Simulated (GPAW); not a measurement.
# Quasiparticle gap of Bi2SO2 (Pnnm) in GPAW

How does a plane-wave GW calculation on Bi2SO2 (Pnnm) run from the first input to the gap?

Calculated with GPAW 26.7.0; LDA and many-body steps on it, plane waves.

### Step 1. Set-up

It takes space group Pnnm (No. 58, orthorhombic). Conventional cell: a = 3.877 Å, b = 11.964 Å, c = 3.843 Å, α = 90.00°, β = 90.00°, γ = 90.00°. Bi has 4 O at 2.24 to 2.38 Å and 2 S at 3.05 Å nearest. S has 4 Bi at 3.05 Å nearest. Nearest to O lie 4 Bi at 2.24 to 2.38 Å. Farther neighbours and most contacts between anions are not listed.

The cell and positions are those that the Materials Project relaxed with its own functionals (PBE, PBE+U or r2SCAN), kept fixed. Spin-orbit coupling is left out unless a step names it.

### Step 2. Ground state

This step: GPAW 26.7.0; DFT, LDA, plane waves, PAW.

The ground-state density comes first.

run.py

```python
import json
import numpy as np
from gpaw.mpi import world
from ase import Atoms
from gpaw import GPAW, PW, FermiDirac

atoms = Atoms(['Bi', 'Bi', 'Bi', 'Bi', 'S', 'S', 'O', 'O', 'O', 'O'],
    cell=[[3.8772959500, 0.0000000000, 0.0000000000],
      [0.0000000000, 11.9636884400, 0.0000000000],
      [0.0000000000, 0.0000000000, 3.8426028900]],
    scaled_positions=[[0.4193374000, 0.8561208300, 0.5000000000],
      [0.5806626000, 0.1438791700, 0.5000000000],
      [0.9193374000, 0.6438791700, 0.0000000000],
      [0.0806626000, 0.3561208300, 0.0000000000],
      [0.0000000000, 0.0000000000, 0.0000000000],
      [0.5000000000, 0.5000000000, 0.5000000000],
      [0.4409972500, 0.7491085300, 0.0000000000],
      [0.5590027500, 0.2508914700, 0.0000000000],
      [0.9409972500, 0.7508914700, 0.5000000000],
      [0.0590027500, 0.2491085300, 0.5000000000]],
    pbc=(True, True, True))
calc = GPAW(mode=PW(600),
    xc='LDA',
    kpts={'size': (6, 2, 6), 'gamma': True},
    occupations=FermiDirac(0.001),
    nbands=-11,
    convergence={'density': 1e-6, 'bands': -3},
    maxiter=100,
    txt='gs.txt')
atoms.calc = calc
res = {'energy': atoms.get_potential_energy()}
kpts = calc.get_ibz_k_points()
res['kpts'] = kpts
res['eigenvalues'] = [calc.get_eigenvalues(kpt=k) for k in range(len(kpts))]
res['n_electrons'] = calc.get_number_of_electrons()
calc.write('gs.gpw')

if world.rank == 0:
    with open('result.json', 'w') as f:
        json.dump(res, f, default=lambda x: x.tolist())
```

Run with:

```
> mpirun -n 8 gpaw python run.py
```

Numbers of over 12 decimals in the logs are rounded to 6 here.

The log of the run:

```text
__  _  _
 | _ |_)|_||  |
 |__||  | ||/\| - 26.7.0

Input parameters:
  mode=PW(ecut=600.0),
  convergence={'density': 1e-06, 'bands': -3},
  kpts=MonkhorstPack(size=(6, 2, 6), gamma=True),
  maxiter=100,
  nbands=-11,
  occupations=Occupations(name='fermi-dirac', width=0.001, fixmagmom=False),
  xc=XC(name='LDA')
  [... matrices ...]
Diagonalizing LCAO Hamiltonian
Converting LCAO to pw mode
        .---------.
       /|         |
      / |         |
     /  |         |
    /   |  Bi   O |
   /    .---------.
  /    / S       /
 *    /    O   Bi
 | O /  Bi     /
 |  /         /
 | /Bi  O    /
 |/         /
 S---------*

Atoms  # Å, Bohr magnetons
|   | symbol |        x |         y |        z |    initial magnetic moments |
| 0 |     Bi | 1.625895 | 10.242363 | 1.921301 | ( 0.0000,  0.0000,  0.0000) |
| 1 |     Bi | 2.251401 |  1.721326 | 1.921301 | ( 0.0000,  0.0000,  0.0000) |
| 2 |     Bi | 3.564543 |  7.703170 | 0.000000 | ( 0.0000,  0.0000,  0.0000) |
| 3 |     Bi | 0.312753 |  4.260519 | 0.000000 | ( 0.0000,  0.0000,  0.0000) |
| 4 |      S | 0.000000 |  0.000000 | 0.000000 | ( 0.0000,  0.0000,  0.0000) |
| 5 |      S | 1.938648 |  5.981844 | 1.921301 | ( 0.0000,  0.0000,  0.0000) |
| 6 |      O | 1.709877 |  8.962101 | 0.000000 | ( 0.0000,  0.0000,  0.0000) |
| 7 |      O | 2.167419 |  3.001587 | 0.000000 | ( 0.0000,  0.0000,  0.0000) |
| 8 |      O | 3.648525 |  8.983432 | 1.921301 | ( 0.0000,  0.0000,  0.0000) |
| 9 |      O | 0.228771 |  2.980257 | 1.921301 | ( 0.0000,  0.0000,  0.0000) |

Unit cell  # Å
| periodic |        x |         y |        z |   lengths |    angles |
|      yes | 3.877296 |  0.000000 | 0.000000 |  3.877296 | 90.000000 |
|      yes | 0.000000 | 11.963688 | 0.000000 | 11.963688 | 90.000000 |
|      yes | 0.000000 |  0.000000 | 3.842603 |  3.842603 | 90.000000 |

Number of symmetries: 4
Symmetry operations  # r_c * U_cc + t_c -> r_c
|   | kind |            matrix            |
| 0 |  E   |  1, 0, 0,  0, 1, 0,  0, 0, 1 |
| 1 |  σ   |  1, 0, 0,  0, 1, 0,  0, 0,-1 |
| 2 |  C2  | -1, 0, 0,  0,-1, 0,  0, 0, 1 |
| 3 |  i   | -1, 0, 0,  0,-1, 0,  0, 0,-1 |

BZ-sampling:
  Number of BZ points: 72
  Number of IBZ points: 32

  Monkhorst-Pack size: [6, 2, 6]
  Monkhorst-Pack shift: [0.083333, 0.25, 0.083333]

K-points  # in reciprocal-cell coordinates
|     |                                coordinates |     weight |
|   0 | (  0.00000000,   0.00000000,   0.00000000) | 0.01388889 |
|   1 | (  0.00000000,   0.00000000,   0.16666667) | 0.02777778 |
|   2 | (  0.00000000,   0.00000000,   0.33333333) | 0.02777778 |
|   3 | (  0.00000000,   0.00000000,   0.50000000) | 0.01388889 |
|   4 | (  0.00000000,   0.50000000,   0.00000000) | 0.01388889 |
|   5 | (  0.00000000,   0.50000000,   0.16666667) | 0.02777778 |
|   6 | (  0.00000000,   0.50000000,   0.33333333) | 0.02777778 |
|   7 | (  0.00000000,   0.50000000,   0.50000000) | 0.01388889 |
|   8 | (  0.16666667,   0.00000000,   0.00000000) | 0.02777778 |
|   9 | (  0.16666667,   0.00000000,   0.16666667) | 0.05555556 |
| ... |                                            |            |
|  31 | (  0.50000000,   0.50000000,   0.50000000) | 0.01388889 |

Plane wave coefficients: 5976
Cutoff: 600.0 eV

Spin-components: 1 (collinear spins)
Bands:           59
Projectors:      54
Spin-degeneracy: 2
Datatype:        complex128

  Storage: CPU
  Wave functions: 180_130_304 bytes (22_516_288 per core)
  Projectors: 106_856_960 bytes (13_357_120 per core)
  [... matrices ...]
Parallelization:
  kpt:    8
  domain: 1
  band:   1

Density:
  Valence electrons: 96.0
  Components: 1
  Grid points: [24 70 24]
  Charge: 0.0  # |e|

Potential:
  Grid points: [24 70 24]

species:
  Bi:
    name:    Bismuth
    Z:       83.0
    valence: 15
    core:    68
    charge:  0.0  # [|e|]
    compensation charges:
      type: gauss
      rc: 0.38  # [Å]
      lmax: 2
    cutoffs:
      filter: 2.23  # [Å]
      core: 2.33  # [Å]
    projectors
    | kind |    occ | energy [eV] | rcut [Å] |
    |   6s |  2.000 |     -14.665 |    1.286 |
    |   6p |  3.000 |      -4.777 |    1.275 |
    |   5d | 10.000 |     -27.225 |    1.349 |
    |    s |        |      12.546 |    1.286 |
    |    p |        |      22.434 |    1.275 |
    |    d |        |      -0.013 |    1.349 |

    Using partial waves for Bi as LCAO basis

  S:
    name:    Sulfur
    Z:       16.0
    valence: 6
    core:    10
    charge:  0.0  # [|e|]
    compensation charges:
      type: gauss
      rc: 0.24  # [Å]
      lmax: 2
    cutoffs:
      filter: 1.77  # [Å]
      core: 1.66  # [Å]
    projectors
    | kind |    occ | energy [eV] | rcut [Å] |
    |   3s |  2.000 |     -17.278 |    0.974 |
    |   3p |  4.000 |      -7.106 |    0.979 |
    |    s |        |       9.933 |    0.974 |
    |    p |        |      20.105 |    0.979 |
    |    d |        |       0.000 |    0.900 |

    Using partial waves for S as LCAO basis

  O:
    name:    Oxygen
    Z:       8.0
    valence: 6
    core:    2
    charge:  0.0  # [|e|]
    compensation charges:
      type: gauss
      rc: 0.21  # [Å]
      lmax: 2
    cutoffs:
      filter: 1.17  # [Å]
      core: 0.83  # [Å]
    projectors
    | kind |    occ | energy [eV] | rcut [Å] |
    |   2s |  2.000 |     -23.752 |    0.688 |
    |   2p |  4.000 |      -9.195 |    0.598 |
    |    s |        |       3.459 |    0.688 |
    |    p |        |      18.016 |    0.598 |
    |    d |        |       0.000 |    0.619 |

    Using partial waves for O as LCAO basis

Reference energy: -2367914.190859  # eV

eigensolver:
  PPCG
  Converge bands: -3
  niter=2

density mixing:
  MSR1-Mixer
  Pratt-step length: 0.05
  Maximum mixing coefficient: 0.75
  Old densities: 10
  SVD Regularization: 0.005
  Good broyden scale: 1.0
  Trust region scale: 1.0
  Backstep threshold: 4.0
  History deletion threshold: 6.0
  Fourier metric: weight=20.0, sigma=0.015

occupation numbers:
  Fermi-Dirac:
    width: 0.0010  # eV

poisson solver:
  ecut: 4800.0  # eV

xc functional:
  name: None

Initialization done in: 2.158 s

convergence criteria:
- Maximum integral of absolute [dens]ity change: 1e-06 electrons / valence electron
- Maximum [total energy] change in last 3 cyles: 0.0005 eV / valence electron
- Maximum integral of absolute [eigenst]ate change: 4e-08 eV^2 / valence electron
maximum number of iterations: 100

SCF iterations
|iter     |     time |      energy | eigst |  dens |
|iter:   1|  |  -72.562863 | +0.11 |       |
|iter:   2|  |  -70.164245 | -1.25 | -0.96 |
|iter:   3|  |  -64.750331 | -0.80 | -1.02 |
|iter:   4|  |  -64.695789 | -2.07 | -1.56 |
|iter:   5|  |  -64.677227 | -2.34 | -1.80 |
|iter:   6|  |  -64.654568c| -2.81 | -2.11 |
|iter:   7|  |  -64.655563c| -3.33 | -3.00 |
|iter:   8|  |  -64.654946c| -3.72 | -3.16 |
|iter:   9|  |  -64.655004c| -4.11 | -3.59 |
|iter:  10|  |  -64.655014c| -4.58 | -4.31 |
|iter:  11|  |  -64.655015c| -4.60 | -4.69 |
|iter:  12|  |  -64.655015c| -4.59 | -5.40 |
|iter:  13|  |  -64.655015c| -4.48 | -5.60 |
|iter:  14|  |  -64.655015c| -4.62 | -6.07c|
|iter:  15|  |  -64.655015c| -4.91 | -6.60c|
|iter:  16|  |  -64.655015c| -4.86 | -7.18c|
|iter:  17|  |  -64.655015c| -4.81 | -7.59c|
|iter:  18|  |  -64.655015c| -4.86 | -7.73c|
|iter:  19|  |  -64.655015c| -5.10 | -8.04c|
|iter:  20|  |  -64.655015c| -5.08 | -8.41c|
|iter:  21|  |  -64.655015c| -5.07 | -8.69c|
|iter:  22|  |  -64.655015c| -5.45 | -8.93c|
|iter:  23|  |  -64.655015c| -5.44 | -9.40c|
|iter:  24|  |  -64.655015c| -5.57 | -9.41c|
|iter:  25|  |  -64.655015c| -5.70 | -9.74c|
|iter:  26|  |  -64.655015c| -5.80 | -9.96c|
|iter:  27|  |  -64.655015c| -5.94 |-10.23c|
|iter:  28|  |  -64.655015c| -6.03 |-10.56c|
|iter:  29|  |  -64.655015c| -6.17 |-10.89c|
|iter:  30|  |  -64.655015c| -6.24 |-10.99c|
|iter:  31|  |  -64.655015c| -6.22 |-10.71c|
|iter:  32|  |  -64.655015c| -6.36 |-11.39c|
|iter:  33|  |  -64.655015c| -6.41 |-11.42c|
|iter:  34|  |  -64.655015c| -6.54 |-11.13c|
|iter:  35|  |  -64.655015c| -6.64 |-11.40c|
|iter:  36|  |  -64.655015c| -6.66 |-11.80c|
|iter:  37|  |  -64.655015c| -6.71 |-12.12c|
|iter:  38|  |  -64.655015c| -6.78 |-12.17c|
|iter:  39|  |  -64.655015c| -6.84 |-12.10c|
|iter:  40|  |  -64.655015c| -6.95 |-13.02c|
|iter:  41|  |  -64.655015c| -7.15 |-12.56c|
|iter:  42|  |  -64.655015c| -6.97 |-13.07c|
|iter:  43|  |  -64.655015c| -7.64c|-13.23c|

Converged in 43 steps
SCF loop duration: 32.488 s (0.756 s/step)
Energy contributions relative to reference atoms: (reference = -2367914.190859)
  [... matrices ...]
Energy contributions:
  Kinetic:         113.884152
  Coulomb:        -106.983800
  Zero:             -5.706158
  External:          0.000000
  Xc:              -65.849209
  Entropy:          -0.000000
  Spinorbit:         0.000000
  ----------------------------
  Free energy:     -64.655015
  Extrapolated:    -64.655015

dipole moment: (-12.419678, -38.321851, -63.852710)  # |e|*Ang

Fermi level: 6.625
Eigenvalues  # (at kpt = [0.000, 0.000, 0.000])
| band index |      eig [eV] | occ [0-2] |
|          0 |       -16.296 |     2.000 |
|        ... |               |           |
|         40 |         4.350 |     2.000 |
|         41 |         4.815 |     2.000 |
|         42 |         5.551 |     2.000 |
|         43 |         5.584 |     2.000 |
|         44 |         5.587 |     2.000 |
|         45 |         5.924 |     2.000 |
|         46 |         6.100 |     2.000 |
|         47 |         6.188 |     2.000 |
|         48 |         7.261 |     0.000 |
[...]
|         52 |        10.138 |     0.000 |
|         53 |        11.011 |     0.000 |
|         54 |        11.292 |     0.000 |
|         55 |        11.333 |     0.000 |
|        ... |               |           |
|         58 |        12.825 |     0.000 |

Gap: 0.737 eV
Transition (v -> c):
  (s=0, k=28, n=47, [0.50, 0.50, 0.00]) -> (s=0, k=0, n=48, [0.00, 0.00, 0.00])
Direct/indirect transitions are different
Direct gap: 1.074 eV
Transition at: (s=0, k=0, n=47, [0.00, 0.00, 0.00])
# Writing to gs.gpw (mode='')
  [... matrices ...]
```

The job ended after 36 s (8 MPI ranks of AMD EPYC 9R45, shared host; peak memory 2.2 GiB; 4.8 min of CPU time).

This step gave:

```
total energy               : -64.6550 eV
gap                        : 0.7375 eV
k of the valence top       : 0.5, 0.5, 0
k of the conduction bottom : 0, 0, 0
least direct gap           : 1.074 eV
```

The gap is indirect, with the least direct gap 0.34 eV higher.

### Step 3. Empty states on the mesh, 4×1×4 mesh, 222 bands

The sums over transitions need many empty states on a uniform mesh; this step solves for them.

run.py

```python
import json
import numpy as np
from gpaw.mpi import world
from gpaw import GPAW

calc = GPAW('gs.gpw').fixed_density(kpts={'size': (4, 1, 4), 'gamma': True},
    nbands=259,
    convergence={'bands': 222},
    txt='nscf.txt')
calc.write('full.gpw', mode='all')
res = {}
kpts = calc.get_ibz_k_points()
res['kpts'] = kpts
res['eigenvalues'] = [calc.get_eigenvalues(kpt=k) for k in range(len(kpts))]
res['n_electrons'] = calc.get_number_of_electrons()

if world.rank == 0:
    with open('result.json', 'w') as f:
        json.dump(res, f, default=lambda x: x.tolist())
```

Run with:

```
> mpirun -n 8 gpaw python run.py
```

The log of the run:

```text
Diagonalizing LCAO Hamiltonian
Converting LCAO to pw mode
convergence criteria:
- Maximum integral of absolute [eigenst]ate change: 4e-08 eV^2 / valence electron
maximum number of iterations: 100

SCF iterations
|iter     |     time |      energy | eigst |  dens |
|iter:   1|  |             | +3.89 |       |
|iter:   2|  |             | +2.67 |       |
|iter:   3|  |             | +1.55 |       |
[...]
|iter:  13|  |             | -6.85 |       |
|iter:  14|  |             | -7.18 |       |
|iter:  15|  |             | -7.69c|       |
SCF steps: 15
  __  _  _
 | _ |_)|_||  |
 |__||  | ||/\| - 26.7.0

Input parameters:
  mode=PW(ecut=600.0),
  convergence={'bands': 222},
  gpts=array([24, 70, 24]),
  kpts=MonkhorstPack(size=(4, 1, 4), gamma=True),
  maxiter=100,
  nbands=259,
  occupations=Occupations(name='fermi-dirac', width=0.001, fixmagmom=False),
  parallel={},
  xc=XC(name='LDA')
# Writing to full.gpw (mode='all')
  [... matrices ...]

timing:  # [seconds]
  Total: 0.126  # ━━━━━━━━━━━━━━━━━━━━━━━━━━━━━━━━━━━━━━━━━━━━━━━━━━━━━━━━━━━
```

It took 33 s on 8 MPI ranks; peak memory 2 GiB; 4.4 min of CPU time.

This step gave:

- gap: 0.7403 eV
- k of the valence top: 0.5, 0, 0
- k of the conduction bottom: 0, 0, 0
- least direct gap: 1.074 eV
- k points computed: 9
- lowest point of the top converged band, above the valence top: 48.82 eV

On this mesh the gap is 0.740 eV.

[end of part 1 of 2]

[Paths, hosts, dates, memory and timing lines, banners, echoed tables and standing remarks are left out of the program output.]

[Logs are printed without paths, hosts, clocks, repeated set-up lines and the standing remarks that a program may print on its own settings, such as how far it seeks lower states.]

[Runs of the session that timed out or met a known fault of the program may be left out.]

[Hosts, paths, dates, database ids (printed as entryN), source tags and the programs' standing remarks are cut or masked in the printed files.]
